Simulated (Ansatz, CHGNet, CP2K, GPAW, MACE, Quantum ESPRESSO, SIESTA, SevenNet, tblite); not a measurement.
**GPAW on random packing of 40Si3N4-60SiO2 (mol %) (92 atoms): settings against a plane-wave reference**

Wanted: GPAW inputs and outputs for random packing of 40Si3N4-60SiO2 (mol %) (92 atoms), checked against a plane-wave reference.

Method: the method is named at each step, in GPAW 26.7.0.

**1. Starting point**

The cell holds 92 atoms: 36 Si, 32 N and 24 O. Cell: a = 10.618 Å, b = 10.618 Å, c = 10.618 Å, α = 90.0°, β = 90.0°, γ = 90.0°. 92 atoms (36 Si, 32 N, 24 O) packed at random in a cube at 2.56 g/cm³ and pushed apart as soft spheres, cations and anions kept from their own kind; a start for melting by ab initio MD, not an equilibrated structure. Then every atom was moved at random, 0.05 Å r.m.s. a Cartesian component.

The yardstick, on the same geometry:

| Quantity | Value |
| --- | --- |
| method | Kohn-Sham DFT, PBE, SSSP efficiency 1.3.0 pseudopotentials, plane waves (Quantum ESPRESSO 7.5); sssp-pbe-1.3.0-efficiency, cutoffs 60/480 Ry, Γ point |
| r.m.s. force component | 1.612 eV/Å |
| longest force | 5.323 eV/Å |
| pressure | -13.73 GPa |
| time | 9.7 min on 4 MPI ranks of Arm Neoverse V1, shared host |
| CPU time | 39 min |

**2. PBE, LCAO dzp, h 0.18 Å**

Method: Kohn-Sham DFT, PBE, PAW, atomic orbitals (dzp).

Input file run.py:

```python
import numpy as np
from ase.io import read
from gpaw import GPAW, FermiDirac

atoms = read("structure.xyz")
atoms.calc = GPAW(
    mode="lcao",
    basis="dzp",
    h=0.18,
    xc="PBE",
    kpts={"size": (1, 1, 1), "gamma": True},
    occupations=FermiDirac(0.05),
    maxiter=200,
    symmetry={"point_group": False},
    txt="gpaw.txt",
)
energy = atoms.get_potential_energy(force_consistent=True)
forces = atoms.get_forces()
print(f"energy {energy:.6f} eV")
print("forces (eV/A)")
for i, (a, f) in enumerate(zip(atoms, forces)):
    print(f"{i:4d} {a.symbol:2s} {f[0]:10.5f} {f[1]:10.5f} {f[2]:10.5f}")
print(f"Fermi level {atoms.calc.get_fermi_level():.4f} eV")
for k in range(len(atoms.calc.get_ibz_k_points())):
    for s in range(atoms.calc.get_number_of_spins()):
        e = atoms.calc.get_eigenvalues(kpt=k, spin=s)
        n = np.searchsorted(e, atoms.calc.get_fermi_level())
        print(f"k {k} spin {s} levels about the Fermi level:", np.round(e[max(n - 6, 0):n], 4).tolist(), "|", np.round(e[n:n + 6], 4).tolist())
```

Input file structure.xyz:

```xyz
92
Lattice="10.61780 0.00000 0.00000 0.00000 10.61780 0.00000 0.00000 0.00000 10.61780" Properties=species:S:1:pos:R:3 pbc="T T T"
Si 2.24014 2.99295 0.40454
Si 0.18464 6.63676 0.42429
Si 0.52728 10.55048 7.96781
Si 4.89672 8.68791 4.72577
Si 3.80860 6.38969 9.52045
Si 5.67288 5.00279 6.95901
Si 0.28233 2.69257 8.20883
Si 7.64333 3.07300 7.33159
Si 3.77601 1.32712 6.55033
Si 1.92745 7.68623 2.16327
Si 9.16189 7.72519 1.96578
Si 6.93342 9.49199 1.35674
Si 9.56802 2.90684 10.50791
Si 5.95966 10.25308 8.70670
Si 7.31811 4.47700 0.10278
Si 9.34207 5.27237 9.28187
Si 4.74361 0.48959 0.22340
Si 7.01061 7.00775 8.19354
Si 7.99616 4.30488 2.68163
Si 3.07948 4.47084 2.38539
Si 3.96193 6.73190 6.94075
Si 4.98856 3.83207 9.71274
Si 9.76625 10.18927 10.18576
Si 3.72303 3.88250 4.87506
Si 7.31811 9.17527 5.49046
Si 1.54797 1.55837 5.22587
Si 8.02154 5.09782 5.59685
Si 4.69795 10.35299 2.74555
Si 9.78345 8.07017 8.53161
Si 2.44464 8.74450 5.80114
Si 0.15067 5.84244 7.23423
Si 7.89996 1.19482 5.62287
Si 5.49991 5.22587 3.04816
Si 0.29199 8.21223 4.40957
Si 7.87639 1.24483 9.31967
Si 2.80841 2.95621 8.38275
N 6.35274 1.70140 2.10254
N 3.99091 2.21434 9.39951
N 8.20544 6.38884 1.06964
N 1.63249 5.23245 8.01092
N 5.01606 7.08823 5.68870
N 8.37819 7.40061 9.57057
N 9.46152 9.33963 7.45858
N 0.19526 3.91818 2.79206
N 4.45342 3.18916 1.36279
N 8.87775 1.84251 3.52235
N 2.35630 1.68027 2.03267
N 4.85117 2.52300 4.37931
N 8.80534 10.00229 2.37531
N 1.96482 4.03115 5.89192
N 2.18206 10.23248 6.62880
N 2.45898 6.07105 0.58355
N 4.29893 3.17345 6.75335
N 1.49329 9.42786 9.23706
N 10.45779 1.21648 5.96402
N 1.57876 1.27191 9.26403
[... 32 atom lines left out ...]
O 6.63559 3.43571 5.78734
O 5.26229 1.06571 7.71150
O 0.72647 6.78074 3.15986
O 5.37282 7.72169 0.34359
```

Launch:

```sh
$ OMP_NUM_THREADS=1 python run.py > output.txt
```

The program printed:

```text
energy -478.427224 eV
forces (eV/A)
   0 Si   -0.17532   -2.64601    2.20449
   1 Si    1.51959   -0.80232   -0.95608
   2 Si    1.74587   -1.62185   -1.87723
   3 Si   -1.93707   -1.42717   -0.94392
   4 Si   -1.35363    2.05978    2.82147
   5 Si    0.41460   -3.12943   -0.09366
   6 Si    0.55002   -1.06660    0.37467
   7 Si   -1.79368   -2.37694   -1.69219
   8 Si    2.83511   -0.62470    0.60097
   9 Si    0.87400   -0.26479   -2.62225
  10 Si   -2.19671    0.65825   -0.01147
  11 Si    1.00026   -0.50230    2.09163
  12 Si    2.61126    1.12558    2.24491
  13 Si   -1.90186   -1.05630   -2.74596
  14 Si    0.13926    1.66004    0.86679
  15 Si   -0.70548    1.76314    2.05864
  16 Si   -0.95968    0.38492   -1.24022
  17 Si    1.90072    3.66307    2.21738
  18 Si    1.35524    0.74658    0.48307
  19 Si   -0.45180    0.40119   -2.06285
  20 Si   -4.86548    2.25502   -1.35983
  21 Si    0.26971   -1.51247    3.93999
  22 Si    2.03032   -0.25918    2.82741
  23 Si   -1.53489   -0.25940    2.20495
[...]
84 O    -0.13689   -1.23169   -1.82997
  85 O     2.99655    1.56325    0.22100
  86 O     1.82553    1.06993    1.31451
  87 O    -3.60117    0.54559    2.29960
  88 O     1.81613    3.69550    0.06638
  89 O    -1.05850   -1.42831   -1.15186
  90 O     0.49617    2.52009    0.28750
  91 O     0.02543   -0.25560    0.05325
Fermi level 4.7202 eV
k 0 spin 0 levels about the Fermi level: [4.5846, 4.5966, 4.6163, 4.6378, 4.6572, 4.6857] | [4.7452, 4.7649, 4.8166, 4.826, 4.881, 4.8909]
```

gpaw.txt:

```text
Input parameters:
  mode=LCAO(),
  basis={'default': 'dzp'},
  h=0.18,
  kpts=MonkhorstPack(size=(1, 1, 1), gamma=True),
  maxiter=200,
  occupations=Occupations(name='fermi-dirac', width=0.05, fixmagmom=False),
  symmetry=Symmetry(point_group=False),
  xc=XC(name='PBE')
Unit cell  # Å
| periodic |         x |         y |         z |   lengths |    angles |
|----------|-----------|-----------|-----------|-----------|-----------|
|      yes | 10.617800 |  0.000000 |  0.000000 | 10.617800 | 90.000000 |
|      yes |  0.000000 | 10.617800 |  0.000000 | 10.617800 | 90.000000 |
|      yes |  0.000000 |  0.000000 | 10.617800 | 10.617800 | 90.000000 |
Number of symmetries: 1
Symmetry operations  # r_c * U_cc + t_c -> r_c
|   | kind |            matrix            |
|---|------|------------------------------|
| 0 |  E   |  1, 0, 0,  0, 1, 0,  0, 0, 1 |
BZ-sampling:
  Number of BZ points: 1
  Number of IBZ points: 1
  Monkhorst-Pack size: [1, 1, 1]
  Monkhorst-Pack shift: [0, 0, 0]
[... lines left out ...]
  Fermi-Dirac:
[... lines left out ...]
    Stencil: 6*3+1=19 point O(h^6) finite-difference Laplacian
xc functional:
  name: PBE with 2 nearest neighbor stencil
interpolation: tri-quintic # 5. degree polynomial
Initialization done in: 10.913 s
convergence criteria:
- Maximum [total energy] change in last 3 cyles: 0.0005 eV / valence electron
- Maximum integral of absolute [dens]ity change: 0.0001 electrons / valence electron
- Maximum integral of absolute [eigenst]ate change: 4e-08 eV^2 / valence electron
maximum number of iterations: 200
SCF iterations
|iter     |      energy | eigst |  dens |
|---------|-------------|-------|-------|
|iter:   1| -522.682527 |      c|       |
|iter:   2| -504.381153 |      c| -0.78 |
|iter:   3| -513.147272 |      c| -0.87 |
|iter:   4| -488.762642 |      c| -0.93 |
[...]
|iter:  11| -478.397729 |      c| -1.66 |
|iter:  12| -478.357210 |      c| -1.84 |
|iter:  13| -478.259325c|      c| -1.94 |
|iter:  14| -478.207769c|      c| -2.12 |
|iter:  15| -478.206136c|      c| -2.27 |
[...]
|iter:  32| -478.168226c|      c| -3.72 |
|iter:  33| -478.168201c|      c| -3.90 |
|iter:  34| -478.168142c|      c| -4.14c|
Converged in 34 steps
SCF loop duration: 559.809 s (16.465 s/step)
Energy contributions relative to reference atoms: (reference = -380303.936371)
Energy contributions:
  Kinetic:          52.513779
  Coulomb:         -78.799809
  Zero:              9.578193
  External:          0.000000
  Xc:             -461.201224
  Entropy:          -0.518163
  Spinorbit:         0.000000
  ----------------------------
  Free energy:    -478.427224
  Extrapolated:   -478.168142
dipole moment: (-55.083259, 53.929633, -34.737179)  # |e|*Ang
Fermi level: 4.720
Eigenvalues  # (at kpt = [0.000, 0.000, 0.000])
| band index |      eig [eV] | occ [0-2] |
|------------|---------------|-----------|
|          0 |       -17.648 |     2.000 |
|        ... |               |           |
|        216 |         4.498 |     1.977 |
|        217 |         4.538 |     1.949 |
[...]
|        231 |         4.950 |     0.020 |
|        ... |               |           |
|        272 |         7.758 |     0.000 |
Gap: 0.060 eV
Transition (v -> c):
  (s=0, k=0, n=223, [0.00, 0.00, 0.00]) -> (s=0, k=0, n=224, [0.00, 0.00, 0.00])
No difference between direct/indirect transitions
Force computation time: 38.489  # s
timing:  # [seconds]
  Total:  609.239  # ━━━━━━━━━━━━━━━━━━━━━━━━━━━━━━━━━━━━━━━━━━━━━━━━━━━━━━━━
  Init:    10.913  # ━
  SCF:    559.809  # ━━━━━━━━━━━━━━━━━━━━━━━━━━━━━━━━━━━━━━━━━━━━━━━━━━━╸
  Forces:  38.489  # ━━━╸
```

Elapsed: 10 min, on 1 thread of Arm Neoverse V1, shared host; peak memory 1.7 GiB.

Banners, paths, timers and routine set-up lines are dropped from the logs unmarked, and long logs keep their key lines alone; longer cuts are marked.

Compared with the plane-wave run:

```yaml
r_m_s_force_component: 1.56 eV/Å
r_m_s_difference_of_force_components: 291.2 meV/Å
longest_difference_of_force_vectors: 1062 meV/Å
force_difference_over_r_m_s_force: 18.06 %
slope_of_forces_against_the_reference_s: 0.9516
correlation_of_force_components: 0.9837
```

Length of the force difference by element (eV/Å):

```
element  atoms  mean  most
      N     32  0.35  0.71
      O     24  0.50   1.1
     Si     36  0.51  1.00
```

Local excerpt of 11 atoms (numbers count through the whole input) about Si21, which bears the longest force; x, y, z are measured from there.

```
atom      x      y      z  distance (Å)     Fx     Fy  Fz (eV/Å)
Si21   0.00   0.00   0.00          0.00  -4.87   2.26      -1.36
 N41   1.05   0.36  -1.25          1.68  -0.81   0.77      -1.84
 O74   0.06  -1.36   1.03          1.71   1.35  -0.53       0.28
 O86  -1.70  -0.15  -0.68          1.84   3.00   1.56       0.22
 Si6   1.71  -1.73   0.02          2.43   0.41  -3.13      -0.09
 Si5  -0.15  -0.34   2.58          2.61  -1.35   2.06       2.82
Si30  -1.52   2.01  -1.14          2.77  -1.49  -0.22      -1.99
 N40  -2.33  -1.50   1.07          2.97  -0.33  -3.04      -0.35
 N60   1.99   1.74   1.43          3.01   1.21  -2.18      -1.17
 Si4   0.93   1.96  -2.21          3.10  -1.94  -1.43      -0.94
 O81   3.09  -0.34  -0.41          3.14  -0.04  -0.53      -2.24
```

Atoms are counted from 1 here, from 0 in the log.

Forces lie 18 % from the reference's, at 0.26 times its CPU time (on 1 against 4 cores).

**3. PBE, LCAO dzp, h 0.25 Å**

Method: Kohn-Sham DFT, PBE, PAW, atomic orbitals (dzp).

run.py, as its differences from that of step 2:

```diff
@@ -8,3 +8,3 @@
     basis="dzp",
-    h=0.18,
+    h=0.25,
     xc="PBE",
```

structure.xyz is that of step 2.

The program printed:

```text
energy -449.780356 eV
forces (eV/A)
   0 Si   -0.16330   -2.65764    2.22145
   1 Si    1.53376   -0.79514   -0.97494
   2 Si    1.73061   -1.60797   -1.87175
   3 Si   -1.94536   -1.42792   -0.96717
   4 Si   -1.35672    2.04875    2.83645
   5 Si    0.40983   -3.13667   -0.09268
   6 Si    0.56280   -1.06759    0.36710
   7 Si   -1.80598   -2.38602   -1.71046
   8 Si    2.85199   -0.60416    0.59402
   9 Si    0.88569   -0.25736   -2.63278
  10 Si   -2.17558    0.67461   -0.02888
  11 Si    1.00194   -0.51575    2.10098
[...]
87 O    -3.52205    0.68374    2.11388
  88 O     1.80517    3.47790    0.09872
  89 O    -0.82947   -1.45687   -1.09321
  90 O     0.45710    2.41960    0.21336
  91 O    -0.24285   -0.23466   -0.03336
Fermi level 4.7311 eV
k 0 spin 0 levels about the Fermi level: [4.595, 4.6043, 4.6262, 4.6482, 4.6698, 4.6961] | [4.7571, 4.7777, 4.8266, 4.8332, 4.8914, 4.9056]
```

gpaw.txt:

```text
Input parameters:
  mode=LCAO(),
  basis={'default': 'dzp'},
  h=0.25,
  kpts=MonkhorstPack(size=(1, 1, 1), gamma=True),
  maxiter=200,
  occupations=Occupations(name='fermi-dirac', width=0.05, fixmagmom=False),
  symmetry=Symmetry(point_group=False),
  xc=XC(name='PBE')
[... lines left out ...]
  Fermi-Dirac:
[... lines left out ...]
convergence criteria:
- Maximum [total energy] change in last 3 cyles: 0.0005 eV / valence electron
[... lines left out ...]
Converged in 34 steps
[... lines left out ...]
  Free energy:    -449.780356
[... lines left out ...]
Fermi level: 4.731
[... lines left out ...]
|          0 |       -17.666 |     2.000 |
|        ... |               |           |
|        216 |         4.507 |     1.978 |
|        217 |         4.546 |     1.952 |
[...]
|        231 |         4.965 |     0.019 |
|        ... |               |           |
|        272 |         7.768 |     0.000 |
Gap: 0.061 eV
Transition (v -> c):
  (s=0, k=0, n=223, [0.00, 0.00, 0.00]) -> (s=0, k=0, n=224, [0.00, 0.00, 0.00])
No difference between direct/indirect transitions
Force computation time: 21.101  # s
timing:  # [seconds]
  Total:  314.971  # ━━━━━━━━━━━━━━━━━━━━━━━━━━━━━━━━━━━━━━━━━━━━━━━━━━━━━━━━
  Init:     8.993  # ━╸
  SCF:    284.841  # ━━━━━━━━━━━━━━━━━━━━━━━━━━━━━━━━━━━━━━━━━━━━━━━━━━╸
  Forces:  21.101  # ━━━━
```

The job ended after 5.3 min (1 thread; peak memory 0.78 GiB).

Compared with the plane-wave run:

* r.m.s. force component: 1.608 eV/Å
* r.m.s. difference of force components: 559 meV/Å
* longest difference of force vectors: 2105 meV/Å
* force difference over r.m.s. force: 34.67 %
* slope of forces against the reference's: 0.9369
* correlation of force components: 0.9398
* energy less the same-level run's: 311.4 meV/atom
* r.m.s. force difference from the same-level run: 458.8 meV/Å

This is a coarse setting, run to see what it loses.

Against the first run (18 %), the force difference from the reference is 35 %, at 0.52 times the CPU time: the grid matters here.

The forces add up to 11 eV/Å instead of zero, usually a sign of too coarse a grid.

**4. PBE, LCAO sz(dzp), h 0.18 Å**

Method: Kohn-Sham DFT, PBE, PAW, atomic orbitals (sz(dzp)).

run.py, as its differences from that of step 3:

```diff
@@ -7,4 +7,4 @@
     mode="lcao",
-    basis="dzp",
-    h=0.25,
+    basis="sz(dzp)",
+    h=0.18,
     xc="PBE",
```

structure.xyz is that of step 3.

The program printed:

```text
energy -376.775890 eV
forces (eV/A)
   0 Si   -1.10117   -2.54070    1.36051
   1 Si    1.81546   -3.98990   -1.65570
   2 Si    2.23974   -1.24927   -4.90674
   3 Si   -3.43191   -4.09662   -3.74189
   4 Si   -3.43084    4.26802    2.36608
   5 Si   -0.43332   -5.14519   -0.98474
   6 Si   -0.11376    0.05575   -0.48946
   7 Si   -2.37038   -2.76193    0.14738
   8 Si    4.11457   -3.15560   -0.63609
   9 Si    3.74852    1.24622   -2.90088
  10 Si   -1.87046    1.37649    1.79815
  11 Si    1.08319   -1.16139    2.14743
[...]
87 O    -1.51808    1.53445    2.02806
  88 O     0.45385    2.98663   -1.56558
  89 O    -0.81370   -0.24889   -1.18666
  90 O    -0.68547    0.59203    0.72921
  91 O    -0.04288   -0.51342    0.18573
Fermi level 5.4846 eV
k 0 spin 0 levels about the Fermi level: [5.3106, 5.3534, 5.3769, 5.4062, 5.429, 5.4505] | [5.5005, 5.5568, 5.562, 5.5994, 5.6266, 5.6488]
```

gpaw.txt:

```text
Input parameters:
  mode=LCAO(),
  basis={'default': 'sz(dzp)'},
  h=0.18,
  kpts=MonkhorstPack(size=(1, 1, 1), gamma=True),
  maxiter=200,
  occupations=Occupations(name='fermi-dirac', width=0.05, fixmagmom=False),
  symmetry=Symmetry(point_group=False),
  xc=XC(name='PBE')
[... lines left out ...]
  Fermi-Dirac:
[... lines left out ...]
convergence criteria:
- Maximum [total energy] change in last 3 cyles: 0.0005 eV / valence electron
[... lines left out ...]
Converged in 35 steps
[... lines left out ...]
  Free energy:    -376.775890
[... lines left out ...]
Fermi level: 5.485
[... lines left out ...]
|          0 |       -17.347 |     2.000 |
|        ... |               |           |
|        216 |         5.245 |     1.983 |
|        217 |         5.307 |     1.945 |
[...]
|        231 |         5.721 |     0.018 |
|        ... |               |           |
|        272 |         8.441 |     0.000 |
Gap: 0.050 eV
Transition (v -> c):
  (s=0, k=0, n=223, [0.00, 0.00, 0.00]) -> (s=0, k=0, n=224, [0.00, 0.00, 0.00])
No difference between direct/indirect transitions
Force computation time: 7.356  # s
timing:  # [seconds]
  Total:  160.694  # ━━━━━━━━━━━━━━━━━━━━━━━━━━━━━━━━━━━━━━━━━━━━━━━━━━━━━━━━
  Init:     8.574  # ━━━
  SCF:    144.728  # ━━━━━━━━━━━━━━━━━━━━━━━━━━━━━━━━━━━━━━━━━━━━━━━━━━╸
  Forces:   7.356  # ━━╸
```

Elapsed: 2.7 min, on 1 thread; peak memory 1.3 GiB.

Numbers from this run, and their distance from the reference:

* r.m.s. force component: 1.833 eV/Å
* r.m.s. difference of force components: 1489 meV/Å
* longest difference of force vectors: 5104 meV/Å
* force difference over r.m.s. force: 92.32 %
* slope of forces against the reference's: 0.7203
* correlation of force components: 0.6335

This is a coarse setting, run to see what it loses.

Against the first run (18 %), the force difference from the reference is 92 %, at 0.27 times the CPU time, with 368 basis functions against 1196: the smaller basis costs accuracy.

**5. All runs compared**

Differences are against the plane-wave reference, forces as r.m.s. over components; share is that over the reference's r.m.s. force, slope the least-squares factor from reference forces to these. Total energies of different programs have different zeros and aren't compared.

```
                                      run  Δ force, r.m.s. (meV/Å)  share (%)  slope  cores  CPU time  memory (GiB)
                                reference                        -          -      -      4    39 min           4.3
             GPAW PBE, LCAO dzp, h 0.18 Å                      291       18.1  0.952      1    10 min           1.7
    GPAW PBE, LCAO dzp, h 0.25 Å (coarse)                      559       34.7  0.937      1   5.3 min          0.78
GPAW PBE, LCAO sz(dzp), h 0.18 Å (coarse)                     1489       92.3  0.720      1   2.7 min           1.3
```

Rows marked coarse were listed beforehand as settings not expected to be converged; some can still land near the reference.

CPU time is summed over cores on a shared host, where runs went side by side, so it is rough. Symmetry, cutoffs, thresholds, outputs and thread counts weren't matched or tuned between programs; memory under MPI is the largest rank's times the ranks.

Within one program, basis, potentials and functional, energies share a zero. Each run against its twin at the usual cutoff or grid and solver:

```
                         run                twin  Δ energy (meV/atom)  Δ force, r.m.s. (meV/Å)  CPU time over the twin's
GPAW PBE, LCAO dzp, h 0.25 Å  LCAO dzp, h 0.18 Å                  311                      459                      0.52
```

**6. What came out**

| Quantity | Value |
| --- | --- |
| nearest in forces | GPAW PBE, LCAO dzp, h 0.18 Å, 18 % |
| its CPU time | 10 min |

In words: The PBE run in local orbitals, coarse settings apart, differs by 18 % (GPAW PBE, LCAO dzp, h 0.18 Å); basis, grid and potentials can all enter. Runs with settings chosen to be coarse differ by 35 % (GPAW PBE, LCAO dzp, h 0.25 Å) to 92 % (GPAW PBE, LCAO sz(dzp), h 0.18 Å), their programs' other errors included. Of the electronic-structure runs that take under half the reference's CPU time, GPAW PBE, LCAO dzp, h 0.18 Å comes nearest, at 18 % in 10 min against 39 min. The reference's pressure of -14 GPa belongs to a cell and atoms that aren't relaxed at this level. The electronic-structure runs sample only Γ, in a cell whose shortest periodic width is 11 Å, which is coarse for a cell with partly filled levels.

[Also dropped from logs without a mark: logging warnings of Python, and SIESTA's first energy breakdown and zero terms.]

[Logs are printed without paths, hosts, clocks, repeated set-up lines and the standing remarks that a program may print on its own settings, such as how far it seeks lower states.]

[Hosts, paths, dates, database ids (printed as entryN), source tags and the programs' standing remarks are cut or masked in the printed files.]
